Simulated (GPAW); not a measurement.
# Near-edge structure at the Te K edge of YTe (Fm-3m), part 2 of 3

Aim: the dependence of the Te K near-edge features of YTe (Fm-3m) on volume.

GPAW 26.7.0; X-ray absorption from dipole matrix elements to empty bands, plane-wave PAW LDA.

So far. Step 2 (The field without a hole): The mesh shows no gap, so the system is treated as a metal and the core electron is put at the Fermi level (neutral cell).

The database entry behind the starting cell differs from later determinations by our own check (0.1 to 0.3 % short, probably kX units), so it need not match the best structure at ambient conditions.

## (4) Spectrum with XCH, Te atom 1

The holes are 6.1 Å apart. In GPAW the data set carries the hole's charge, so charge=0 means a charged cell and charge=-1 a neutral one. The excited electron is kept in the cell, where it fills the lowest empty states and screens the hole. After the field has converged, empty bands are computed with the density fixed and the dipole matrix elements are summed.

The absorber has 6 Y at 3.04 Å (octahedral, site symmetry m-3m).

xas.py

```python
import numpy as np
from ase import Atoms
from ase.parallel import parprint, paropen
from gpaw import GPAW, PW, FermiDirac, Mixer, MixerDif, setup_paths
from gpaw.test import gen
setup_paths.insert(0, '.')
gen('Te', name='fch1s', xcname='LDA', corehole=(1, 0, 1), write_xml=True)
from gpaw.mpi import world
world.barrier()

atoms = Atoms('Te4Y4',
    cell=[[0, -6.08, 0],
     [-6.08, 0, 0],
     [0, 0, -6.08]],
    scaled_positions=[[0, 0, 0],
     [0.5, 0, 0.5],
     [0, 0.5, 0.5],
     [0.5, 0.5, 0],
     [0.5, 0.5, 0.5],
     [0, 0.5, 0],
     [0.5, 0, 0],
     [0, 0, 0.5]],
    pbc=True)
atoms.calc = calc = GPAW(legacy_gpaw=True, mode=PW(430), xc='LDA', setups={0: 'fch1s'},
    kpts={'size': (4, 4, 4), 'gamma': True}, occupations=FermiDirac(0.1),
    charge=-1, mixer=Mixer(0.1, 5, 50), maxiter=150,
    convergence={'density': 0.0001}, txt='scf.txt')
energy = atoms.get_potential_energy() + calc.get_reference_energy()
ef = calc.get_fermi_level()
out = dict(energy=energy, fermi=ef, forces=atoms.get_forces().tolist())
parprint(f'all-electron energy {energy:.4f} eV, Fermi level {ef:.4f} eV')
ev = np.array([[calc.get_eigenvalues(k, s) for k in range(len(calc.get_ibz_k_points()))] for s in range(calc.get_number_of_spins())])
out['homo'], out['lumo'], out['counts'] = ev[ev < ef].max(), ev[ev > ef].min(), sorted(set((ev < ef).sum((0, 2)).tolist()))
out['filled'] = (ev[:, 0] < ef).sum(1).tolist()

from ase.units import Ha
from gpaw.xas import dipole_matrix_elements
nb = int(calc.get_number_of_electrons() / 2) + 156
top, nb = nb, nb + 8 + nb // 12
nscf = calc.fixed_density(kpts={'size': (4, 4, 4), 'gamma': True}, nbands=nb,
    convergence={'bands': top, 'eigenstates': 1e-5}, maxiter=60, txt='nscf.txt')
cell = atoms.cell.array
ops = [cell.T @ U.T @ np.linalg.inv(cell.T) for U in nscf.wfs.kd.symmetry.op_scc]
E = np.arange(-6, 34, 0.1)
fwhm = np.interp(E, [4, 25], [9.89, 9.89])
Y, X, zero, highest = 0, 0, 1e9, 1e9
for spin in range(nscf.get_number_of_spins()):
    wfs = nscf.wfs
    A = dipole_matrix_elements(wfs.setups[0])
    eps = np.zeros((wfs.kd.nibzkpts, nb))
    d = np.zeros((3, A.shape[1], wfs.kd.nibzkpts, nb), complex)
    for kpt in wfs.kpt_u:
        if kpt.s == spin and 0 in kpt.P_ani:
            eps[kpt.k] = kpt.eps_n * Ha
            d[:, :, kpt.k] = (kpt.weight * wfs.nspins / 2) ** 0.5 * np.inner(A, kpt.P_ani[0])
    world.sum(eps)
    world.sum(d)
    T = np.einsum('amkn,bmkn->abkn', d, d.conj()).real
    T = sum(np.einsum('ai,ijkn,bj->abkn', R, T, R) for R in ops) / len(ops)
    empty = eps > ef
    zero, highest = min(zero, eps[empty].min()), min(highest, eps[:, top - 1].min())
    lines = [(eps, T, empty)] if spin == 0 else lines + [(eps, T, empty)]
for eps, T, empty in lines:
    f = np.einsum('aakn->akn', T).reshape(3, -1)
    x = eps.ravel() - zero
    w = np.interp(x, E, fwhm) / 2.35482
    g = np.exp(-0.5 * ((E[:, None] - x) / w) ** 2) / (w * (2 * np.pi) ** 0.5)
    Y = Y + (f * empty.ravel()) @ g.T
    X = X + (f * ~empty.ravel()) @ g.T
out.update(E=E.round(2).tolist(), xas=Y.tolist(), xes=X.tolist(), zero=zero, valid=highest - zero, nk=len(eps), nb=nb)
for i in range(0, len(E), 10):
    parprint(f'{E[i]:7.2f}', *(f'{v:10.3e}' for v in Y[:, i]))
import json
with paropen('out.json', 'w') as f:
    json.dump(out, f)
```

Launch:

```sh
> OMP_NUM_THREADS=1 mpirun -n 2 gpaw python xas.py
```

Numbers of over 12 decimals in the logs are rounded to 6 here.

Log:

```text
Input parameters:
  charge: -1
  convergence: {density: 0.0001}
  kpts: {gamma: True,
         size: (4, 4, 4)}
  maxiter: 150
  mixer: {backend: pulay,
          beta: 0.1,
          method: separate,
          nmaxold: 5,
          weight: 50}
  mode: {ecut: 430.0,
         name: pw}
  occupations: {fixmagmom: False,
                name: fermi-dirac,
                width: 0.1}
  setups: {0: fch1s}

Initialize ...

[... PAW data sets ...]

Reference energy: -1074616.360548  # eV

Spin-paired calculation

[... convergence settings ...]
Symmetries present (total): 48
  [... symmetry matrices ...]

64 k-points: 4 x 4 x 4 Monkhorst-Pack grid + [1/8,1/8,1/8]
10 k-points in the irreducible part of the Brillouin zone
       k-points in crystal coordinates                weights
   0:     0.00000000    0.00000000    0.00000000          1/64
   1:     0.25000000    0.00000000    0.00000000          6/64
   2:     0.25000000    0.25000000    0.00000000         12/64
   3:     0.25000000    0.25000000    0.25000000          8/64
   4:     0.50000000    0.00000000    0.00000000          3/64
   5:     0.50000000    0.25000000    0.00000000         12/64
   6:     0.50000000    0.25000000    0.25000000         12/64
   7:     0.50000000    0.50000000    0.00000000          3/64
   8:     0.50000000    0.50000000    0.25000000          6/64
   9:     0.50000000    0.50000000    0.50000000          1/64

Wave functions: Plane wave expansion
  Cutoff energy: 430.000 eV
  Number of coefficients (min, max): 4515, 4632
  Pulay-stress correction: 0.000000 eV/Ang^3 (de/decut=0.000000)
  Using FFTW library
  Wavefunction extrapolation:
    Improved wavefunction reuse through dual PAW basis

Occupation numbers: Fermi-Dirac:
  width: 0.1000  # eV

Eigensolver
   Davidson(niter=2)

Densities:
  Coarse grid: 30*30*30 grid
  Fine grid: 60*60*60 grid
  Total Charge: 0.000000

Density mixing:
  Method: separate
  Backend: pulay
  Linear mixing parameter: 0.1
  old densities: 5
  Width of damping distribution: 1.1
  Damping of long wavelength oscillations: 50

[... Hamiltonian set-up ...]
Number of atoms: 8
Number of atomic orbitals: 68
Number of bands in calculation: 46
Number of valence electrons: 69
Bands to converge: occupied

... initialized

Initializing position-dependent things.

Density initialized from atomic densities
Creating initial wave functions:
  46 bands from LCAO basis set

         Y      Te
       Te     Y

         Te     Y
       Y      Te

Atomic positions and initial magnetic moments

Positions:
   0 Te     0.000000    0.000000    0.000000    ( 0.0000,  0.0000,  0.0000)
   1 Te     0.000000   -3.040000   -3.040000    ( 0.0000,  0.0000,  0.0000)
   2 Te    -3.040000    0.000000   -3.040000    ( 0.0000,  0.0000,  0.0000)
   3 Te    -3.040000   -3.040000    0.000000    ( 0.0000,  0.0000,  0.0000)
   4 Y     -3.040000   -3.040000   -3.040000    ( 0.0000,  0.0000,  0.0000)
   5 Y     -3.040000    0.000000    0.000000    ( 0.0000,  0.0000,  0.0000)
   6 Y      0.000000   -3.040000    0.000000    ( 0.0000,  0.0000,  0.0000)
   7 Y      0.000000    0.000000   -3.040000    ( 0.0000,  0.0000,  0.0000)

Unit cell:
           periodic     x           y           z      points  spacing
  1. axis:    yes    0.000000   -6.080000    0.000000    30     0.2027
  2. axis:    yes   -6.080000    0.000000    0.000000    30     0.2027
  3. axis:    yes    0.000000    0.000000   -6.080000    30     0.2027

  Lengths:   6.080000   6.080000   6.080000
  Angles:   90.000000  90.000000  90.000000

Effective grid spacing dv^(1/3) = 0.2027

iter:   1   -57.554032
iter:   2   -56.641986   -1.10  -1.23
iter:   3   -56.114248   -0.97  -1.36
iter:   4   -56.028109   -1.93  -1.54
iter:   5   -56.019137   -1.65  -1.66
iter:   6   -56.043924c  -1.68  -2.13
iter:   7   -55.993317   -3.22  -1.96
iter:   8   -55.978985   -3.04  -2.31
iter:   9   -55.979608c  -3.99  -2.67
iter:  10   -55.978071c  -3.45  -2.89
iter:  11   -55.978190c  -4.44  -3.45
iter:  12   -55.978200c  -4.72  -3.44
iter:  13   -55.978182c  -5.21  -3.35
iter:  14   -55.978148c  -6.05  -3.60
iter:  15   -55.978346c  -4.85  -3.59
iter:  16   -55.978269c  -6.39  -3.64
iter:  17   -55.978181c  -5.94  -3.89
iter:  18   -55.978189c  -7.04  -4.57c
iter:  19   -55.978200c  -7.65c -4.74c

Converged after 19 iterations.

Dipole moment: (-0.000000, 0.000000, -0.000000) |e|*Ang

Energy contributions relative to reference atoms: (reference = -1074616.360548)

Kinetic:        +64.611924
Potential:      -59.614519
External:        +0.000000
XC:             -60.496521
Entropy (-ST):   -0.133035
Local:           -0.412566
SIC:             +0.000000
--------------------------
Free energy:    -56.044717
Extrapolated:   -55.978200

Showing only first 2 kpts
 Kpt  Band  Eigenvalues  Occupancy
  0    32      6.71211    2.00000
  0    33      6.71211    2.00000
  0    34      6.71211    2.00000
  0    35      8.40414    1.97968

  1    32      6.88494    2.00000
  1    33      7.69645    1.99998
  1    34      7.69645    1.99998
[...]
Fermi level: 8.86207

No gap
No difference between direct/indirect transitions

Forces in eV/Ang:
  0 Te    0.00000    0.00000    0.00000
  1 Te    0.00000    0.00000    0.00000
  2 Te    0.00000    0.00000    0.00000
  3 Te    0.00000    0.00000    0.00000
  4 Y     0.00000    0.00000    0.00000
  5 Y     0.00000    0.00000    0.00000
  6 Y     0.00000    0.00000    0.00000
  7 Y     0.00000    0.00000    0.00000
Scalar-relativistic atomic LDA calculation for Te (Tellurium, Z=52)
Core hole in 1s state (1s occupation: 1.0)
750 radial gridpoints.
|------------------------------------------------|
|------------------------------------------------|
[... the atom generator's iteration count ...]

Energy contributions:
-------------------------
Kinetic:    +5831.321357
XC:          -153.513662
Potential: -11291.352197
-------------------------
Total:      -5613.544503

state      eigenvalue         ekin         rmax
-----------------------------------------------
1s^1.0 : -1185.210848  1493.397688        0.018
2s^2.0 :  -184.998891   318.100813        0.100
2p^6.0 :  -168.074627   302.795167        0.080
3s^2.0 :   -37.640471    92.789286        0.288
3p^6.0 :   -31.872313    86.742867        0.280
3d^10.0:   -22.685311    79.709545        0.231
4s^2.0 :    -6.878637    26.496093        0.685
4p^6.0 :    -5.026799    23.022209        0.715
4d^10.0:    -2.212504    16.857816        0.777
5s^2.0 :    -0.963070     4.683437        1.695
5p^4.0 :    -0.571806     3.187339        1.973
-----------------------------------------------
(units: Bohr and Hartree)

Generating PAW setup
Kinetic energy of the core from tauc = 5969.273166888248
Cutoffs:
rc(s)=2.230
rc(p)=2.260
rc(d)=2.340
rc(vbar)=2.160
rc(comp)=2.160
rc(nct)=2.340

Kinetic energy of the core states: 5809.205126
Charge: 1.0
Core electrons: 45.0
Valence electrons: 6.0
Pseudo-core charge: 1.309408
Shape function alpha=2.143
Pseudo-electron charge 8.249732
state    eigenvalue         norm
--------------------------------
5s(2) :    -0.963070     1.337789
*s    :     0.036930
5p(4) :    -0.571806     1.066187
*p    :     0.428194
*d    :     0.000000
--------------------------------

Diagonalizing with gridspacing h=0.050

state   all-electron     PAW
-------------------------------
5s:      -0.963070    -0.968339
5p:      -0.571806    -0.574561
*d:                   -0.150635
*f:                   -0.022715
-------------------------------
all-electron energy -1074672.3387 eV, Fermi level 8.8621 eV
[...]
31.00  1.152e-08  1.152e-08  1.152e-08
  32.00  1.109e-08  1.109e-08  1.109e-08
  33.00  1.057e-08  1.057e-08  1.057e-08
```

It took 2.9 min on 2 MPI ranks of Arm Neoverse V1, shared host; peak memory 0.4 GiB.

The Te K spectrum, Te atom 1, excited-electron core hole (neutral cell) (energy from the lowest empty level; intensity scaled to a mean of 1 over the first 20 eV):

```
E (eV)  intensity
  -2.0       0.37
  -1.4       0.44
  -0.8       0.51
  -0.2       0.59
   0.4       0.67
   1.0       0.75
   1.6       0.83
   2.2       0.91
   2.8       0.97
   3.4       1.03
   4.0       1.08
   4.6       1.12
   5.2       1.15
   5.8       1.17
   6.4       1.17
   7.0       1.16
   7.6       1.15
   8.2       1.13
   8.8       1.10
   9.4       1.07
  10.0       1.04
  10.6       1.01
  11.2       0.98
  11.8       0.96
  12.4       0.94
  13.0       0.93
  13.6       0.92
  14.2       0.92
  14.8       0.92
  15.4       0.93
  16.0       0.94
  16.6       0.96
  17.2       0.98
  17.8       1.00
  18.4       1.01
  19.0       1.03
  19.6       1.05
  20.2       1.07
  20.8       1.08
  21.4       1.09
  22.0       1.10
  22.6       1.10
  23.2       1.09
  23.8       1.09
  24.4       1.08
  25.0       1.07
  25.6       1.05
  26.2       1.04
  26.8       1.03
  27.4       1.01
  28.0       0.99
  28.6       0.98
  29.2       0.96
  29.8       0.95
  30.4       0.93
  31.0       0.91
  31.6       0.89
```

Main maxima below 26 eV (height): 6.4 eV (1.17) and 22.6 eV (1.10). A K edge sees empty p states on the absorber.

The energy difference (zero at 31877 eV) isn't read as a photon energy: for so heavy an absorber the terms left out (the hole's spin, the functional's error) amount to tens of eV or more.

## (5) Supercell without a hole, the energy reference

The cell changes for the next run, so it gets a reference energy of its own.

The cell differs from the one that the last finished run ended in (a 6.080 → 5.892 Å, b 6.080 → 5.892 Å, c 6.080 → 5.892 Å).

scf.py

```python
import numpy as np
from ase import Atoms
from ase.parallel import parprint, paropen
from gpaw import GPAW, PW, FermiDirac, Mixer, MixerDif, setup_paths
from gpaw.test import gen
setup_paths.insert(0, '.')
gen('Te', name='nch1s', xcname='LDA', corehole=(1, 0, 0), write_xml=True)
from gpaw.mpi import world
world.barrier()

atoms = Atoms('Te4Y4',
    cell=[[0, -5.89183682, 0],
     [-5.89183682, 0, 0],
     [0, 0, -5.89183682]],
    scaled_positions=[[0, 0, 0],
     [0.5, 0, 0.5],
     [0, 0.5, 0.5],
     [0.5, 0.5, 0],
     [0.5, 0.5, 0.5],
     [0, 0.5, 0],
     [0.5, 0, 0],
     [0, 0, 0.5]],
    pbc=True)
atoms.calc = calc = GPAW(legacy_gpaw=True, mode=PW(430), xc='LDA', setups={0: 'nch1s'},
    kpts={'size': (4, 4, 4), 'gamma': True}, occupations=FermiDirac(0.1),
    charge=0, mixer=Mixer(0.1, 5, 50), maxiter=150,
    convergence={'density': 0.0001}, txt='scf.txt')
energy = atoms.get_potential_energy() + calc.get_reference_energy()
ef = calc.get_fermi_level()
out = dict(energy=energy, fermi=ef, forces=atoms.get_forces().tolist())
parprint(f'all-electron energy {energy:.4f} eV, Fermi level {ef:.4f} eV')
ev = np.array([[calc.get_eigenvalues(k, s) for k in range(len(calc.get_ibz_k_points()))] for s in range(calc.get_number_of_spins())])
out['homo'], out['lumo'], out['counts'] = ev[ev < ef].max(), ev[ev > ef].min(), sorted(set((ev < ef).sum((0, 2)).tolist()))
out['filled'] = (ev[:, 0] < ef).sum(1).tolist()
import json
with paropen('out.json', 'w') as f:
    json.dump(out, f)
```

Launch:

```sh
> OMP_NUM_THREADS=1 mpirun -n 2 gpaw python scf.py
```

Log:

```text
Input parameters:
  convergence: {density: 0.0001}
  kpts: {gamma: True,
         size: (4, 4, 4)}
  maxiter: 150
  mixer: {backend: pulay,
          beta: 0.1,
          method: separate,
          nmaxold: 5,
          weight: 50}
  mode: {ecut: 430.0,
         name: pw}
  occupations: {fixmagmom: False,
                name: fermi-dirac,
                width: 0.1}
  setups: {0: nch1s}

Initialize ...

[...]
5s(2) :    -0.563619     1.261507
*s    :     0.436381
5p(4) :    -0.224650     1.044190
*p    :     0.775350
*d    :     0.000000
--------------------------------

Diagonalizing with gridspacing h=0.050

state   all-electron     PAW
-------------------------------
5s:      -0.563619    -0.566817
5p:      -0.224650    -0.225887
*d:                    0.033165
*f:                    0.071329
-------------------------------
all-electron energy -1106549.2019 eV, Fermi level 9.5114 eV
[key lines of the parts left out:]
Converged after 16 iterations.
Dipole moment: (0.000000, 0.000000, 0.000000) |e|*Ang
Free energy:    -47.725481
Fermi level: 9.51141
```

The job ended after 28 s (2 MPI ranks; peak memory 0.25 GiB).

Reference energy: -1106549.202 eV with the cores included.

## (6) Spectrum with XCH, Te atom 1

Shorter bonds are expected to push antibonding states and scattering resonances up, and longer ones down; the cell is scaled to test that.

Changed against the first core-hole run: volume scale from 1 to 0.91.

xas.py: that of step 4 with these lines changed.

```diff
@@ -11,5 +11,5 @@
 atoms = Atoms('Te4Y4',
-    cell=[[0, -6.08, 0],
-     [-6.08, 0, 0],
-     [0, 0, -6.08]],
+    cell=[[0, -5.89183682, 0],
+     [-5.89183682, 0, 0],
+     [0, 0, -5.89183682]],
     scaled_positions=[[0, 0, 0],
@@ -37,5 +37,5 @@
 from gpaw.xas import dipole_matrix_elements
-nb = int(calc.get_number_of_electrons() / 2) + 156
+nb = int(calc.get_number_of_electrons() / 2) + 144
 top, nb = nb, nb + 8 + nb // 12
-nscf = calc.fixed_density(kpts={'size': (4, 4, 4), 'gamma': True}, nbands=nb,
+nscf = calc.fixed_density(kpts={'size': (5, 5, 5), 'gamma': True}, nbands=nb,
     convergence={'bands': top, 'eigenstates': 1e-5}, maxiter=60, txt='nscf.txt')
```

Launch:

```sh
> OMP_NUM_THREADS=1 mpirun -n 2 gpaw python xas.py
```

Log:

```text
Input parameters:
  charge: -1
  convergence: {density: 0.0001}
  kpts: {gamma: True,
         size: (4, 4, 4)}
  maxiter: 150
  mixer: {backend: pulay,
          beta: 0.1,
          method: separate,
          nmaxold: 5,
          weight: 50}
  mode: {ecut: 430.0,
         name: pw}
  occupations: {fixmagmom: False,
                name: fermi-dirac,
                width: 0.1}
  setups: {0: fch1s}

Initialize ...

[...]
*p    :     0.428194
*d    :     0.000000
--------------------------------

Diagonalizing with gridspacing h=0.050

state   all-electron     PAW
-------------------------------
5s:      -0.963070    -0.968339
5p:      -0.571806    -0.574561
*d:                   -0.150635
*f:                   -0.022715
-------------------------------
all-electron energy -1074672.2104 eV, Fermi level 9.8974 eV
[...]
32.00  1.164e-08  1.164e-08  1.164e-08
  33.00  1.105e-08  1.105e-08  1.105e-08
[key lines of the parts left out:]
Converged after 19 iterations.
Dipole moment: (0.000000, 0.000000, 0.000000) |e|*Ang
Free energy:    -55.904621
Fermi level: 9.89739
```

It took 2.6 min on 2 MPI ranks; peak memory 0.38 GiB.

```
E (eV)  first run  this run
  -2.0       0.37      0.32
  -1.0       0.49      0.42
   0.0       0.62      0.55
   1.0       0.75      0.68
   2.0       0.88      0.81
   3.0       0.99      0.94
   4.0       1.08      1.04
   5.0       1.14      1.12
   6.0       1.17      1.17
   7.0       1.16      1.19
   8.0       1.13      1.18
   9.0       1.09      1.15
  10.0       1.04      1.10
  11.0       0.99      1.05
  12.0       0.95      1.01
  13.0       0.93      0.97
  14.0       0.92      0.95
  15.0       0.93      0.94
  16.0       0.94      0.94
  17.0       0.97      0.95
  18.0       1.00      0.97
  19.0       1.03      1.00
  20.0       1.06      1.03
  21.0       1.08      1.06
  22.0       1.10      1.09
  23.0       1.10      1.11
  24.0       1.09      1.12
  25.0       1.07      1.11
  26.0       1.05      1.10
  27.0       1.02      1.08
  28.0       0.99      1.06
  29.0       0.97      1.03
  30.0       0.94      1.00
  31.0       0.91      0.97
```

This run also has another mesh (5×5×5 against 4×4×4), so the 4 % r.m.s. difference can't be laid on the changed setting alone. The highest intensity below 24 eV goes from 6.4 eV (1.17) to 7.0 eV (1.19).

The photon energy of the zero moves by -0.04 eV.

## (7) Reference energy of the supercell

The cell changes for the next run, so it gets a reference energy of its own.

The cell differs from the one that the last finished run ended in (a 5.892 → 6.199 Å, b 5.892 → 6.199 Å, c 5.892 → 6.199 Å).

scf.py: that of step 5 with these lines changed.

```diff
@@ -11,5 +11,5 @@
 atoms = Atoms('Te4Y4',
-    cell=[[0, -5.89183682, 0],
-     [-5.89183682, 0, 0],
-     [0, 0, -5.89183682]],
+    cell=[[0, -6.19924596, 0],
+     [-6.19924596, 0, 0],
+     [0, 0, -6.19924596]],
     scaled_positions=[[0, 0, 0],
```

Launch:

```sh
> OMP_NUM_THREADS=1 mpirun -n 2 gpaw python scf.py
```

Log:

```text
Input parameters:
  convergence: {density: 0.0001}
  kpts: {gamma: True,
         size: (4, 4, 4)}
  maxiter: 150
  mixer: {backend: pulay,
          beta: 0.1,
          method: separate,
          nmaxold: 5,
          weight: 50}
  mode: {ecut: 430.0,
         name: pw}
  occupations: {fixmagmom: False,
                name: fermi-dirac,
                width: 0.1}
  setups: {0: nch1s}

Initialize ...

[...]
5s(2) :    -0.563619     1.261507
*s    :     0.436381
5p(4) :    -0.224650     1.044190
*p    :     0.775350
*d    :     0.000000
--------------------------------

Diagonalizing with gridspacing h=0.050

state   all-electron     PAW
-------------------------------
5s:      -0.563619    -0.566817
5p:      -0.224650    -0.225887
*d:                    0.033165
*f:                    0.071329
-------------------------------
all-electron energy -1106549.0424 eV, Fermi level 7.9486 eV
[key lines of the parts left out:]
Converged after 15 iterations.
Dipole moment: (0.000000, 0.000000, 0.000000) |e|*Ang
Free energy:    -47.578174
Fermi level: 7.94864
```

Elapsed: 28 s, on 2 MPI ranks; peak memory 0.25 GiB.

Reference energy: -1106549.042 eV with the cores included.

(Continued in part 3 of 3.)

[Banner, clock and machine lines of the logs are left out without a mark of their own.]

[Logs are printed without paths, hosts, clocks, repeated set-up lines and the standing remarks that a program may print on its own settings, such as how far it seeks lower states.]

[Hosts, paths, dates, database ids (printed as entryN), source tags and the programs' standing remarks are cut or masked in the printed files.]

[Lists of maxima count a maximum above −3 eV only where it reaches 4 % of the highest in the window and stands out from its surroundings by 2 % of it (1.5 % where it reaches 55 %); shoulders and weaker maxima are passed over, and of the rest the first, up to two pre-edge ones and the few strongest are named.]
